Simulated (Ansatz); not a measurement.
## How fast states decay through Bi2Pb2Se3O2

A new crystal, Bi2Pb2Se3O2: structure, gap and complex bands. It is built by putting Pb for Sr in the Sr2Bi2Se3O2 structure of space group C2/m, with the volume rescaled by atomic radii. The parent structure comes from the Materials Project.

Program: Ansatz 0.2.0. Level of theory: PBE DFT, plane waves, PAW files, in the first sound run; inputs show where later runs differ. Results are calculated unless marked as measured.

The structure was built from a prototype and need not be the compound's stable phase.

### 1. The starting structure

Symmetry: C2/m, No. 12, monoclinic system. Conventional cell: a = 12.980 Å, b = 3.901 Å, c = 9.169 Å, α = 90.00°, β = 123.81°, γ = 90.00°. Nearest to Pb lie 3 O at 2.34 to 2.36 Å and 5 Se at 3.08 to 3.40 Å. Nearest to Bi lie 1 O at 2.01 Å and 5 Se at 2.75 to 3.48 Å. Se has 4 Bi at 2.84 Å and 2 Pb at 3.08 Å nearest. Se has 3 Bi at 2.75 to 3.48 Å and 4 Pb at 3.28 to 3.40 Å nearest. Nearest to O lie 1 Bi at 2.01 Å and 3 Pb at 2.34 to 2.36 Å. It derives from Sr2Bi2Se3O2. Pb for Sr in the Sr2Bi2Se3O2 structure of space group C2/m. Farther neighbours and most contacts between anions are not listed.

### 2. Cell and atoms at rest

The substituted atoms don't fit the parent's cell, so cell and atoms relax together. A small smearing keeps the run stable in case the gap closes on the way.

Input file input.yaml:

```yaml
crystal:
  lattice:
    - [6.4898925485, -1.9504114781, 0.0]
    - [6.4898925485, 1.9504114781, 0.0]
    - [-5.1016791467, 0.0, 7.6184639322]
  atoms:
    - { symbol: Pb, position: [0.107243, 0.107243, 0.896132] }
    - { symbol: Pb, position: [0.892757, 0.892757, 0.103868] }
    - { symbol: Bi, position: [0.309349, 0.309349, 0.362878] }
    - { symbol: Bi, position: [0.690651, 0.690651, 0.637122] }
    - { symbol: Se, position: [0.0, 0.0, 0.5] }
    - { symbol: Se, position: [0.3704375, 0.3704375, 0.78313] }
    - { symbol: Se, position: [0.6295625, 0.6295625, 0.21687] }
    - { symbol: O, position: [0.6872725, 0.6872725, 0.853637] }
    - { symbol: O, position: [0.3127275, 0.3127275, 0.146363] }
kpoints:
  mp_grid: { grid: [6, 6, 4] }
scf:
  occupations: { method: gaussian, width: 0.03 }
hamiltonian:
  xc: pbe
output:
  forces: true
  stress: true
relax:
  f_tol: 0.02
  max_steps: 60
  cell: {}
```

The run is started by

```
ansatz run input.yaml --threads 2 --pin off --max-ram 4096MiB --backend cpu --events-out ev --progress --plain --runs-dir out
```

Numbers of over 12 decimals in the logs are rounded to 6 here.

Output:

```text
Engine: ansatz 0.2.0, aarch64-unknown-linux-gnu
Pseudopotentials: kind: paw
Pseudopotential: Pb, paw, valence charge 14, recommended cutoff 420 eV (normal), Pb.paw.azcp
Pseudopotential: Bi, paw, valence charge 15, recommended cutoff 420 eV (normal), Bi.paw.azcp
Pseudopotential: Se, paw, valence charge 16, recommended cutoff 420 eV (normal), Se.paw.azcp
Pseudopotential: O, paw, valence charge 6, recommended cutoff 420 eV (normal), O.paw.azcp
Functional definition: PBE
  parameter kappa = 0.804
  parameter beta = 0.066725
  exchange = pbe_x(kappa = kappa, mu = beta*pi^2/3)
  correlation = pbe_c(beta = beta)
Crystal: 9 atoms, lattice volume = 192.868 Å³
Basis set: ecut = 420 eV, 3789 PW (Γ), exchange–correlation on 96×96×128 points (8 copies of the dense FFT grid, shifted against one another)
Bands: 71, of which v1, the nominal top of the filled ones, is band 59 counted from 1 (58 counted from 0)
Symmetry: 4 space group operations
Space group: C2/m (ITA 12), of the structure as read, at distance tolerance 5.8e-5 Å
k-points: 47 of 144
Non-local potential: Pb, projectors of the file, l = 0: 2, l = 1: 2, l = 2: 2, l = 3: 2
Non-local potential: Bi, projectors of the file, l = 0: 2, l = 1: 2, l = 2: 2, l = 3: 2
Non-local potential: Se, projectors of the file, l = 0: 2, l = 1: 2, l = 2: 3, l = 3: 1
Non-local potential: O, projectors of the file, l = 0: 2, l = 1: 2, l = 2: 1
PAW form: soft (Blöchl's): semilocal exchange-correlation on the pseudo side does not see the compensation charge
PAW one-centre angular grid: Pb, 590 points (default); XC on 64 Gauss nodes
PAW one-centre angular grid: Bi, 590 points (default); XC on 64 Gauss nodes
PAW one-centre angular grid: Se, 590 points (default); XC on 64 Gauss nodes
PAW one-centre angular grid: O, 110 points (default); XC on 64 Gauss nodes
Initial density: superposition of atomic densities (neutral atoms: chi_scale 0, normalization atom), corrected by the library's trained network
Initial wavefunctions: pseudopotential atomic-orbital guess
Functional: x = pbe(κ = 0.804, μ = 0.219515), c = pbe(β = 0.066725)
SCF iter   1: F=—  HF=-66148.190057 eV  |F-HF|=—  |Δ(HF+E_count)|=         —  Δρ=1.86e-3  dr2=1.14e-2  ethr=1.77e-3  ⟨swp⟩=6.5  Hψ=13911  notcnv=0  defer=21
preconditioner: auto → Resta (q_TF=auto, 2.514 Å⁻¹)  ε∞=3.3  [insulator: Δε(μ)=0.497 eV  Ē_g=16.601 eV  σ=0.030 eV  W_gap=1.00  n_scr=54 (ndim 8)  ℏωp=25.1 eV  f_vac=0.014  D(μ)=0.00/eV (n_scr^D=0)  ε∞_Penn≈3.3]
SCF iter   2: F=—  HF=-66148.188808 eV  |F-HF|=—  |Δ(HF+E_count)|=   1.25e-3  Δρ=8.77e-4  dr2=1.10e-3  ethr=9.70e-6  ⟨swp⟩=2.1  Hψ=4855  notcnv=0  defer=265
SCF iter   3: F=—  HF=-66148.189042 eV  |F-HF|=—  |Δ(HF+E_count)|=   2.34e-4  Δρ=3.79e-4  dr2=2.40e-4  ethr=9.34e-7  ⟨swp⟩=2.0  Hψ=4098  notcnv=0  defer=265
SCF iter   4: F=—  HF=-66148.189126 eV  |F-HF|=—  |Δ(HF+E_count)|=   8.42e-5  Δρ=1.59e-4  dr2=4.86e-5  ethr=2.04e-7  ⟨swp⟩=2.0  Hψ=4251  notcnv=0  defer=265
SCF iter   5: F=—  HF=-66148.189210 eV  |F-HF|=—  |Δ(HF+E_count)|=   8.37e-5  Δρ=6.60e-5  dr2=7.61e-6  ethr=4.12e-8  ⟨swp⟩=2.0  Hψ=4662  notcnv=0  defer=265
SCF iter   6: F=—  HF=-66148.189211 eV  |F-HF|=—  |Δ(HF+E_count)|=   9.99e-7  Δρ=2.05e-5  dr2=6.03e-7  ethr=6.45e-9  ⟨swp⟩=2.0  Hψ=4381  notcnv=0  defer=265
SCF iter   7: F=-66148.189212 eV  HF=-66148.189212 eV  |F-HF|=3.81e-8  |Δ(HF+E_count)|=   5.85e-7  Δρ=5.10e-6  dr2=4.98e-8  ethr=8.47e-11  ⟨swp⟩=5.0  Hψ=12561  notcnv=0
SCF 1 converged in 7 iterations: F = -66148.189212 eV  dr2 = 4.98e-8
  greatest PAW one-centre occupation: 1.000 electrons in one spin orbital (limit 2), on the Se atom at site 4 (counted from 0), in its partial waves of l = 2
relax step   1: F+E_penalty+E_count = -66148.18921173 eV  Δ(F+E_penalty+E_count) = +0.000e0 eV  max|allowed force component| = 2.664e0 eV/Å  Δτ_max = 0.0000 Å  P = +15.963 GPa  Ω = 192.868 Å³  (7 SCF iters, dr2 threshold 1.00e-7 eV, accepted)
Crystal: 9 atoms, lattice volume = 216.601 Å³
Basis set: ecut = 420 eV, 4237 PW (Γ), exchange–correlation on 96×96×128 points (8 copies of the dense FFT grid, shifted against one another)
Initial density: handed on by an earlier stage of this run
Initial wavefunctions: those handed on with the density
iter 1 solved again at ethr=2.72e-4 eV; its pass at ethr=3.10e-3 eV (dr2=3.21e-1 eV) is discarded
SCF iter   1: F=—  HF=-66149.753010 eV  |F-HF|=—  |Δ(HF+E_count)|=         —  Δρ=9.27e-3  dr2=3.21e-1  ethr=2.72e-4  ⟨swp⟩=2.1  Hψ=20365  notcnv=0
preconditioner: auto → Resta (q_TF=auto, 2.466 Å⁻¹)  ε∞=3.2  [insulator: Δε(μ)=0.585 eV  Ē_g=15.877 eV  σ=0.030 eV  W_gap=1.00  n_scr=54 (ndim 8)  ℏωp=23.7 eV  f_vac=0.028  D(μ)=0.00/eV (n_scr^D=0)  ε∞_Penn≈3.2]
SCF iter   2: F=—  HF=-66149.684322 eV  |F-HF|=—  |Δ(HF+E_count)|=   6.87e-2  Δρ=4.47e-3  dr2=7.35e-2  ethr=2.72e-4  ⟨swp⟩=2.8  Hψ=4641  notcnv=0
SCF iter   3: F=—  HF=-66149.677021 eV  |F-HF|=—  |Δ(HF+E_count)|=   7.30e-3  Δρ=2.94e-3  dr2=1.88e-2  ethr=6.22e-5  ⟨swp⟩=3.7  Hψ=6567  notcnv=0
SCF iter   4: F=—  HF=-66149.676283 eV  |F-HF|=—  |Δ(HF+E_count)|=   7.38e-4  Δρ=1.68e-3  dr2=7.04e-3  ethr=1.59e-5  ⟨swp⟩=2.0  Hψ=6348  notcnv=0  defer=268
SCF iter   5: F=—  HF=-66149.675822 eV  |F-HF|=—  |Δ(HF+E_count)|=   4.61e-4  Δρ=3.41e-4  dr2=4.04e-4  ethr=5.97e-6  ⟨swp⟩=2.0  Hψ=3788  notcnv=0  defer=268
SCF iter   6: F=—  HF=-66149.676053 eV  |F-HF|=—  |Δ(HF+E_count)|=   2.32e-4  Δρ=1.46e-4  dr2=4.78e-5  ethr=3.43e-7  ⟨swp⟩=2.0  Hψ=5828  notcnv=0  defer=268
SCF iter   7: F=—  HF=-66149.676109 eV  |F-HF|=—  |Δ(HF+E_count)|=   5.60e-5  Δρ=3.94e-5  dr2=4.31e-6  ethr=4.05e-8  ⟨swp⟩=2.0  Hψ=4439  notcnv=0  defer=268
SCF iter   8: F=-66149.676115 eV  HF=-66149.676115 eV  |F-HF|=3.14e-7  |Δ(HF+E_count)|=   5.79e-6  Δρ=1.25e-5  dr2=4.64e-7  ethr=7.63e-10  ⟨swp⟩=5.0  Hψ=13222  notcnv=0
SCF 2 converged in 8 iterations: F = -66149.676115 eV  dr2 = 4.64e-7
  greatest PAW one-centre occupation: 1.000 electrons in one spin orbital (limit 2), on the Se atom at site 6 (counted from 0), in its partial waves of l = 2
relax step   2: F+E_penalty+E_count = -66149.67611545 eV  Δ(F+E_penalty+E_count) = -1.487e0 eV  max|allowed force component| = 3.164e-1 eV/Å  Δτ_max = 0.0900 Å  P = +1.119 GPa  Ω = 216.601 Å³  energy of the carried Pulay correction = -2.067e-2 eV  (8 SCF iters, dr2 threshold 9.00e-7 eV, accepted)
Crystal: 9 atoms, lattice volume = 223.380 Å³
Basis set: ecut = 420 eV, 4347 PW (Γ), exchange–correlation on 96×96×128 points (8 copies of the dense FFT grid, shifted against one another)
iter 1 solved again at ethr=2.90e-5 eV; its pass at ethr=3.10e-3 eV (dr2=3.42e-2 eV) is discarded
[...]
relax step   4: F+E_penalty+E_count = -66149.77604382 eV  Δ(F+E_penalty+E_count) = -2.633e-2 eV  max|allowed force component| = 2.921e-1 eV/Å  Δτ_max = 0.0365 Å  P = -0.140 GPa  Ω = 225.177 Å³  energy of the carried Pulay correction = -2.756e-2 eV  (7 SCF iters, dr2 threshold 9.00e-7 eV, accepted)
relax step   5: F+E_penalty+E_count = -66149.78679812 eV  Δ(F+E_penalty+E_count) = -1.075e-2 eV  max|allowed force component| = 2.525e-1 eV/Å  Δτ_max = 0.1195 Å  P = -0.438 GPa  Ω = 226.964 Å³  energy of the carried Pulay correction = -2.897e-2 eV  (8 SCF iters, dr2 threshold 9.00e-7 eV, accepted)
relax step   6: F+E_penalty+E_count = -66149.81124090 eV  Δ(F+E_penalty+E_count) = -2.444e-2 eV  max|allowed force component| = 8.901e-2 eV/Å  Δτ_max = 0.0336 Å  P = -0.082 GPa  Ω = 226.133 Å³  energy of the carried Pulay correction = -2.832e-2 eV  (7 SCF iters, dr2 threshold 9.00e-7 eV, accepted)
relax step   7: F+E_penalty+E_count = -66149.81232941 eV  Δ(F+E_penalty+E_count) = -1.089e-3 eV  max|allowed force component| = 6.228e-2 eV/Å  Δτ_max = 0.0145 Å  P = +0.114 GPa  Ω = 225.254 Å³  energy of the carried Pulay correction = -2.762e-2 eV  (6 SCF iters, dr2 threshold 4.95e-7 eV, accepted)
relax step   8: F+E_penalty+E_count = -66149.81354227 eV  Δ(F+E_penalty+E_count) = -1.213e-3 eV  max|allowed force component| = 1.177e-2 eV/Å  Δτ_max = 0.0166 Å  P = -0.037 GPa  Ω = 225.621 Å³  energy of the carried Pulay correction = -2.791e-2 eV  (6 SCF iters, dr2 threshold 2.74e-7 eV, accepted)
relax step   9: F+E_penalty+E_count = -66149.81371875 eV  Δ(F+E_penalty+E_count) = -1.765e-4 eV  max|allowed force component| = 6.691e-3 eV/Å  Δτ_max = 0.0022 Å  P = +0.008 GPa  Ω = 225.465 Å³  energy of the carried Pulay correction = -2.779e-2 eV  (6 SCF iters, dr2 threshold 1.04e-8 eV, accepted)
relax step  10: F+E_penalty+E_count = -66149.88093534 eV  Δ(F+E_penalty+E_count) = -6.722e-2 eV  max|allowed force component| = 7.237e-3 eV/Å  Δτ_max = 0.0000 Å  P = +0.393 GPa  Ω = 225.465 Å³  stress off target by 5.98e-1 GPa  SCF on the basis re-selected at this cell (its energy is not comparable with the rows above)  (10 SCF iters)
relax step  11: F+E_penalty+E_count = -66149.88388519 eV  Δ(F+E_penalty+E_count) = -2.950e-3 eV  max|allowed force component| = 2.065e-2 eV/Å  Δτ_max = 0.0347 Å  P = -0.029 GPa  Ω = 228.751 Å³  energy of the carried Pulay correction = -2.767e-3 eV  (6 SCF iters, dr2 threshold 8.93e-7 eV, accepted)
relax step  12: F+E_penalty+E_count = -66149.88456775 eV  Δ(F+E_penalty+E_count) = -6.826e-4 eV  max|allowed force component| = 1.173e-2 eV/Å  Δτ_max = 0.0085 Å  P = -0.013 GPa  Ω = 229.048 Å³  energy of the carried Pulay correction = -3.038e-3 eV  (7 SCF iters, dr2 threshold 3.76e-8 eV, accepted)
relax step  13: F+E_penalty+E_count = -66149.88471629 eV  Δ(F+E_penalty+E_count) = -1.485e-4 eV  max|allowed force component| = 9.447e-3 eV/Å  Δτ_max = 0.0087 Å  P = -0.014 GPa  Ω = 229.240 Å³  energy of the carried Pulay correction = -3.215e-3 eV  (9 SCF iters, accepted)
iter 1 solved again at ethr=6.95e-8 eV; its pass at ethr=3.10e-3 eV (dr2=8.20e-5 eV) is discarded
SCF iter   1: F=—  HF=-66149.883854 eV  |F-HF|=—  |Δ(HF+E_count)|=         —  Δρ=3.16e-4  dr2=7.89e-6  ethr=6.95e-8  ⟨swp⟩=3.7  Hψ=23157  notcnv=0
preconditioner: auto → Resta (q_TF=auto, 2.442 Å⁻¹)  ε∞=3.1  [insulator: Δε(μ)=0.822 eV  Ē_g=15.814 eV  σ=0.030 eV  W_gap=1.00  n_scr=54 (ndim 8)  ℏωp=23.0 eV  f_vac=0.031  D(μ)=0.00/eV (n_scr^D=0)  ε∞_Penn≈3.1]
SCF iter   2: F=—  HF=-66149.887202 eV  |F-HF|=—  |Δ(HF+E_count)|=   3.35e-3  Δρ=1.60e-4  dr2=3.43e-6  ethr=6.68e-9  ⟨swp⟩=2.0  Hψ=4935  notcnv=0
SCF iter   3: F=—  HF=-66149.888058 eV  |F-HF|=—  |Δ(HF+E_count)|=   8.56e-4  Δρ=7.31e-5  dr2=1.09e-6  ethr=2.91e-9  ⟨swp⟩=2.0  Hψ=4934  notcnv=0
SCF iter   4: F=—  HF=-66149.888265 eV  |F-HF|=—  |Δ(HF+E_count)|=   2.07e-4  Δρ=4.41e-6  dr2=9.69e-9  ethr=9.27e-10  ⟨swp⟩=2.0  Hψ=4935  notcnv=0
SCF iter   5: F=—  HF=-66149.888265 eV  |F-HF|=—  |Δ(HF+E_count)|=   5.96e-7  Δρ=1.02e-6  dr2=2.28e-9  ethr=8.21e-12  ⟨swp⟩=2.0  Hψ=6110  notcnv=0
SCF iter   6: F=—  HF=-66149.888265 eV  |F-HF|=—  |Δ(HF+E_count)|=   7.84e-9  Δρ=4.66e-7  dr2=7.10e-10  ethr=1.93e-12  ⟨swp⟩=2.0  Hψ=5969  notcnv=0
SCF iter   7: F=—  HF=-66149.888265 eV  |F-HF|=—  |Δ(HF+E_count)|=   1.06e-9  Δρ=1.90e-7  dr2=1.65e-10  ethr=1.00e-12  ⟨swp⟩=2.0  Hψ=4131  notcnv=0
SCF iter   8: F=-66149.888265 eV  HF=-66149.888265 eV  |F-HF|=2.91e-11  |Δ(HF+E_count)|=  8.73e-11  Δρ=8.48e-8  dr2=2.90e-11  ethr=1.00e-12  ⟨swp⟩=4.0  Hψ=11842  notcnv=0
SCF 14 converged in 8 iterations: F = -66149.888265 eV  dr2 = 2.90e-11
relax step  14: F+E_penalty+E_count = -66149.88826542 eV  Δ(F+E_penalty+E_count) = -3.549e-3 eV  max|allowed force component| = 9.400e-3 eV/Å  Δτ_max = 0.0000 Å  P = -0.010 GPa  Ω = 229.240 Å³  stress off target by 1.98e-2 GPa  SCF on the basis re-selected at this cell (its energy is not comparable with the rows above)  (8 SCF iters)
basis re-selected at this cell: Δ(F+E_penalty+E_count) = -3.549e-3 eV, ΔP = +0.004 GPa vs the last step (what re-selecting the basis moved, of the pressure what is left beyond the Pulay correction that the steps carried, after the strain that the cell walked since its last selection, with what the two solves' SCF thresholds leave and, on support functions, any second-order correction that the steps lacked; it is no m [...]
SCF converged after 8 iterations
Free energy (F): -66149.888265 eV
Harris-Foulkes:  -66149.888265 eV  (|F-HF|=2.91e-11)
Internal energy: -66149.888265 eV  (E = F + TS)
E sigma→0 (E₀):  -66149.888265 eV
Fermi energy:    8.651154 eV
--- Per-component energies (eV) ---
  E_band       = -1492.203980
  E_kinetic    = 1877.469470
  E_local      = -13686.625595  (includes V_loc(G=0)·N_el)
  E_nonlocal   = 134.400197
  E_hartree    = 5933.755712
  E_xc         = -1205.322974
  E_vxc        = -1036.571172  (∫ρ·V_xc dr)
  E_paw        = -48182.313680  (= ΣΔE_a)
  E_vpaw       = -648.390928  (= ΣTr[D̂ρ^β])
  E_aug_tail   = 0.002249  (compensation charges beyond the density's cutoff)
  E_ewald      = -11021.253644
  E_smearing   = -0.000000  (= −TS)
  E_closure    = -0.000000  (closes the sum)
  Σ components = -66149.888265   (vs F -66149.888265, Δ=0.00e0)
--- Forces (eV/Å), atoms counted from 1 ---
  atom   1  Pb    -0.00280835    -0.00000000     0.00940041
  atom   2  Pb     0.00280835     0.00000000    -0.00940041
  atom   3  Bi     0.00160951    -0.00000000    -0.00562268
  atom   4  Bi    -0.00160951     0.00000000     0.00562268
  atom   5  Se     0.00000000     0.00000000     0.00000000
  atom   6  Se    -0.00784846    -0.00000000     0.00321739
  atom   7  Se     0.00784846     0.00000000    -0.00321739
  atom   8  O      0.00124772     0.00000000    -0.00644584
  atom   9  O     -0.00124772     0.00000000     0.00644584
  max |Σ_I F_I| component: 1.73e-18 eV/Å
--- Stress (GPa, compression-positive) ---
        0.007415      -0.000000       0.001708
       -0.000000      -0.019822       0.000000
        0.001708       0.000000      -0.018255
  P = ⅓ Tr σ = -0.0102 GPa (-0.102 kbar)
--- Relaxed structure (12 steps of the walk, 12 accepted, 2 SCFs on fresh bases) ---
  F+E_penalty+E_count = -66149.88826542 eV   max|allowed force component| = 9.400e-3 eV/Å   (the final SCF, on the basis selected at the relaxed cell)
  cell:  # Å, volume = 229.2397 Å³
    - [7.152521, -2.045942, 0.201546]
    - [7.152521, 2.045942, 0.201546]
    - [-5.385975, -1.3854583855088432e-17, 7.680859]
  atoms:
    - { symbol: Pb, position: [0.116276, 0.116276, 0.910748] }
    - { symbol: Pb, position: [0.883724, 0.883724, 0.089252] }
    - { symbol: Bi, position: [0.317235, 0.317235, 0.382616] }
    - { symbol: Bi, position: [0.682765, 0.682765, 0.617384] }
    - { symbol: Se, position: [2.7755575615628914e-17, 2.7755575615628914e-17, 0.5] }
    - { symbol: Se, position: [0.353228, 0.353228, 0.756502] }
    - { symbol: Se, position: [0.646772, 0.646772, 0.243498] }
    - { symbol: O, position: [0.690344, 0.690344, 0.861655] }
    - { symbol: O, position: [0.309656, 0.309656, 0.138345] }
```

It took 4.4 min on 2 threads of Arm Neoverse V1, shared host; peak memory 0.98 GiB.

Step by step:

```
step  energy less that of the first step (eV)  largest force component (eV/Å)  pressure (GPa)  volume (Å³)
   1                                   0.0000                          2.6644           15.96       192.87
   2                                  -1.4869                          0.3164            1.12       216.60
   3                                  -1.5605                          0.2500            0.10       223.38
   4                                  -1.5868                          0.2921           -0.14       225.18
   5                                  -1.5976                          0.2525           -0.44       226.96
   6                                  -1.6220                          0.0890           -0.08       226.13
   7                                  -1.6231                          0.0623            0.11       225.25
   8                                  -1.6243                          0.0118           -0.04       225.62
   9                                  -1.6245                          0.0067            0.01       225.47
 10*                                  -1.6917                          0.0072            0.39       225.47
  11                                  -1.6947                          0.0206           -0.03       228.75
  12                                  -1.6954                          0.0117           -0.01       229.05
  13                                  -1.6955                          0.0094           -0.01       229.24
 14*                                  -1.6991                          0.0094           -0.01       229.24
```

Relaxation steps marked * repeat the geometry before them on a plane-wave basis chosen anew for their cell, so energy and pressure can jump there.

Forces are held to the 4 operations that the run works with; a distortion that breaks them can't arise in this run.

```
     cell as run  before   after   change
           a (Å)   6.777   7.442   +9.8 %
           b (Å)   6.777   7.442   +9.8 %
           c (Å)   9.169   9.381   +2.3 %
           α (°)  122.20  121.98   -0.2 %
           β (°)  122.20  121.98   -0.2 %
           γ (°)   33.45   31.91   -4.6 %
volume (Å³/atom)   21.43   25.47  +18.9 %
```

The atoms that moved most (Å, as changes of fractional coordinates times the final cell):

```
atom      dx     dy      dz  length
 Se6  -0.103  0.000  -0.211   0.235
 Se7   0.103  0.000   0.211   0.235
 Bi4  -0.007  0.000  -0.155   0.155
 Bi3   0.007  0.000   0.155   0.155
 Pb2  -0.051  0.000  -0.116   0.126
 Pb1   0.051  0.000   0.116   0.126
  O8   0.001  0.000   0.063   0.063
  O9  -0.001  0.000  -0.063   0.063
```

This step gave:

```yaml
free_energy: -66149.8883 eV
fermi_energy: 8.651 eV
pressure: -0.01022 GPa
```

The largest force component on a free atom ends at 0.0094 eV/Å.

(Part 1 of 3 ends here.)

[Logs are printed without paths, hosts, clocks, repeated set-up lines and the standing remarks that a program may print on its own settings, such as how far it seeks lower states.]

[Hosts, paths, dates, database ids (printed as entryN), source tags and the programs' standing remarks are cut or masked in the printed files.]

[New means built here by substitution; the compound itself may be known and measured.]
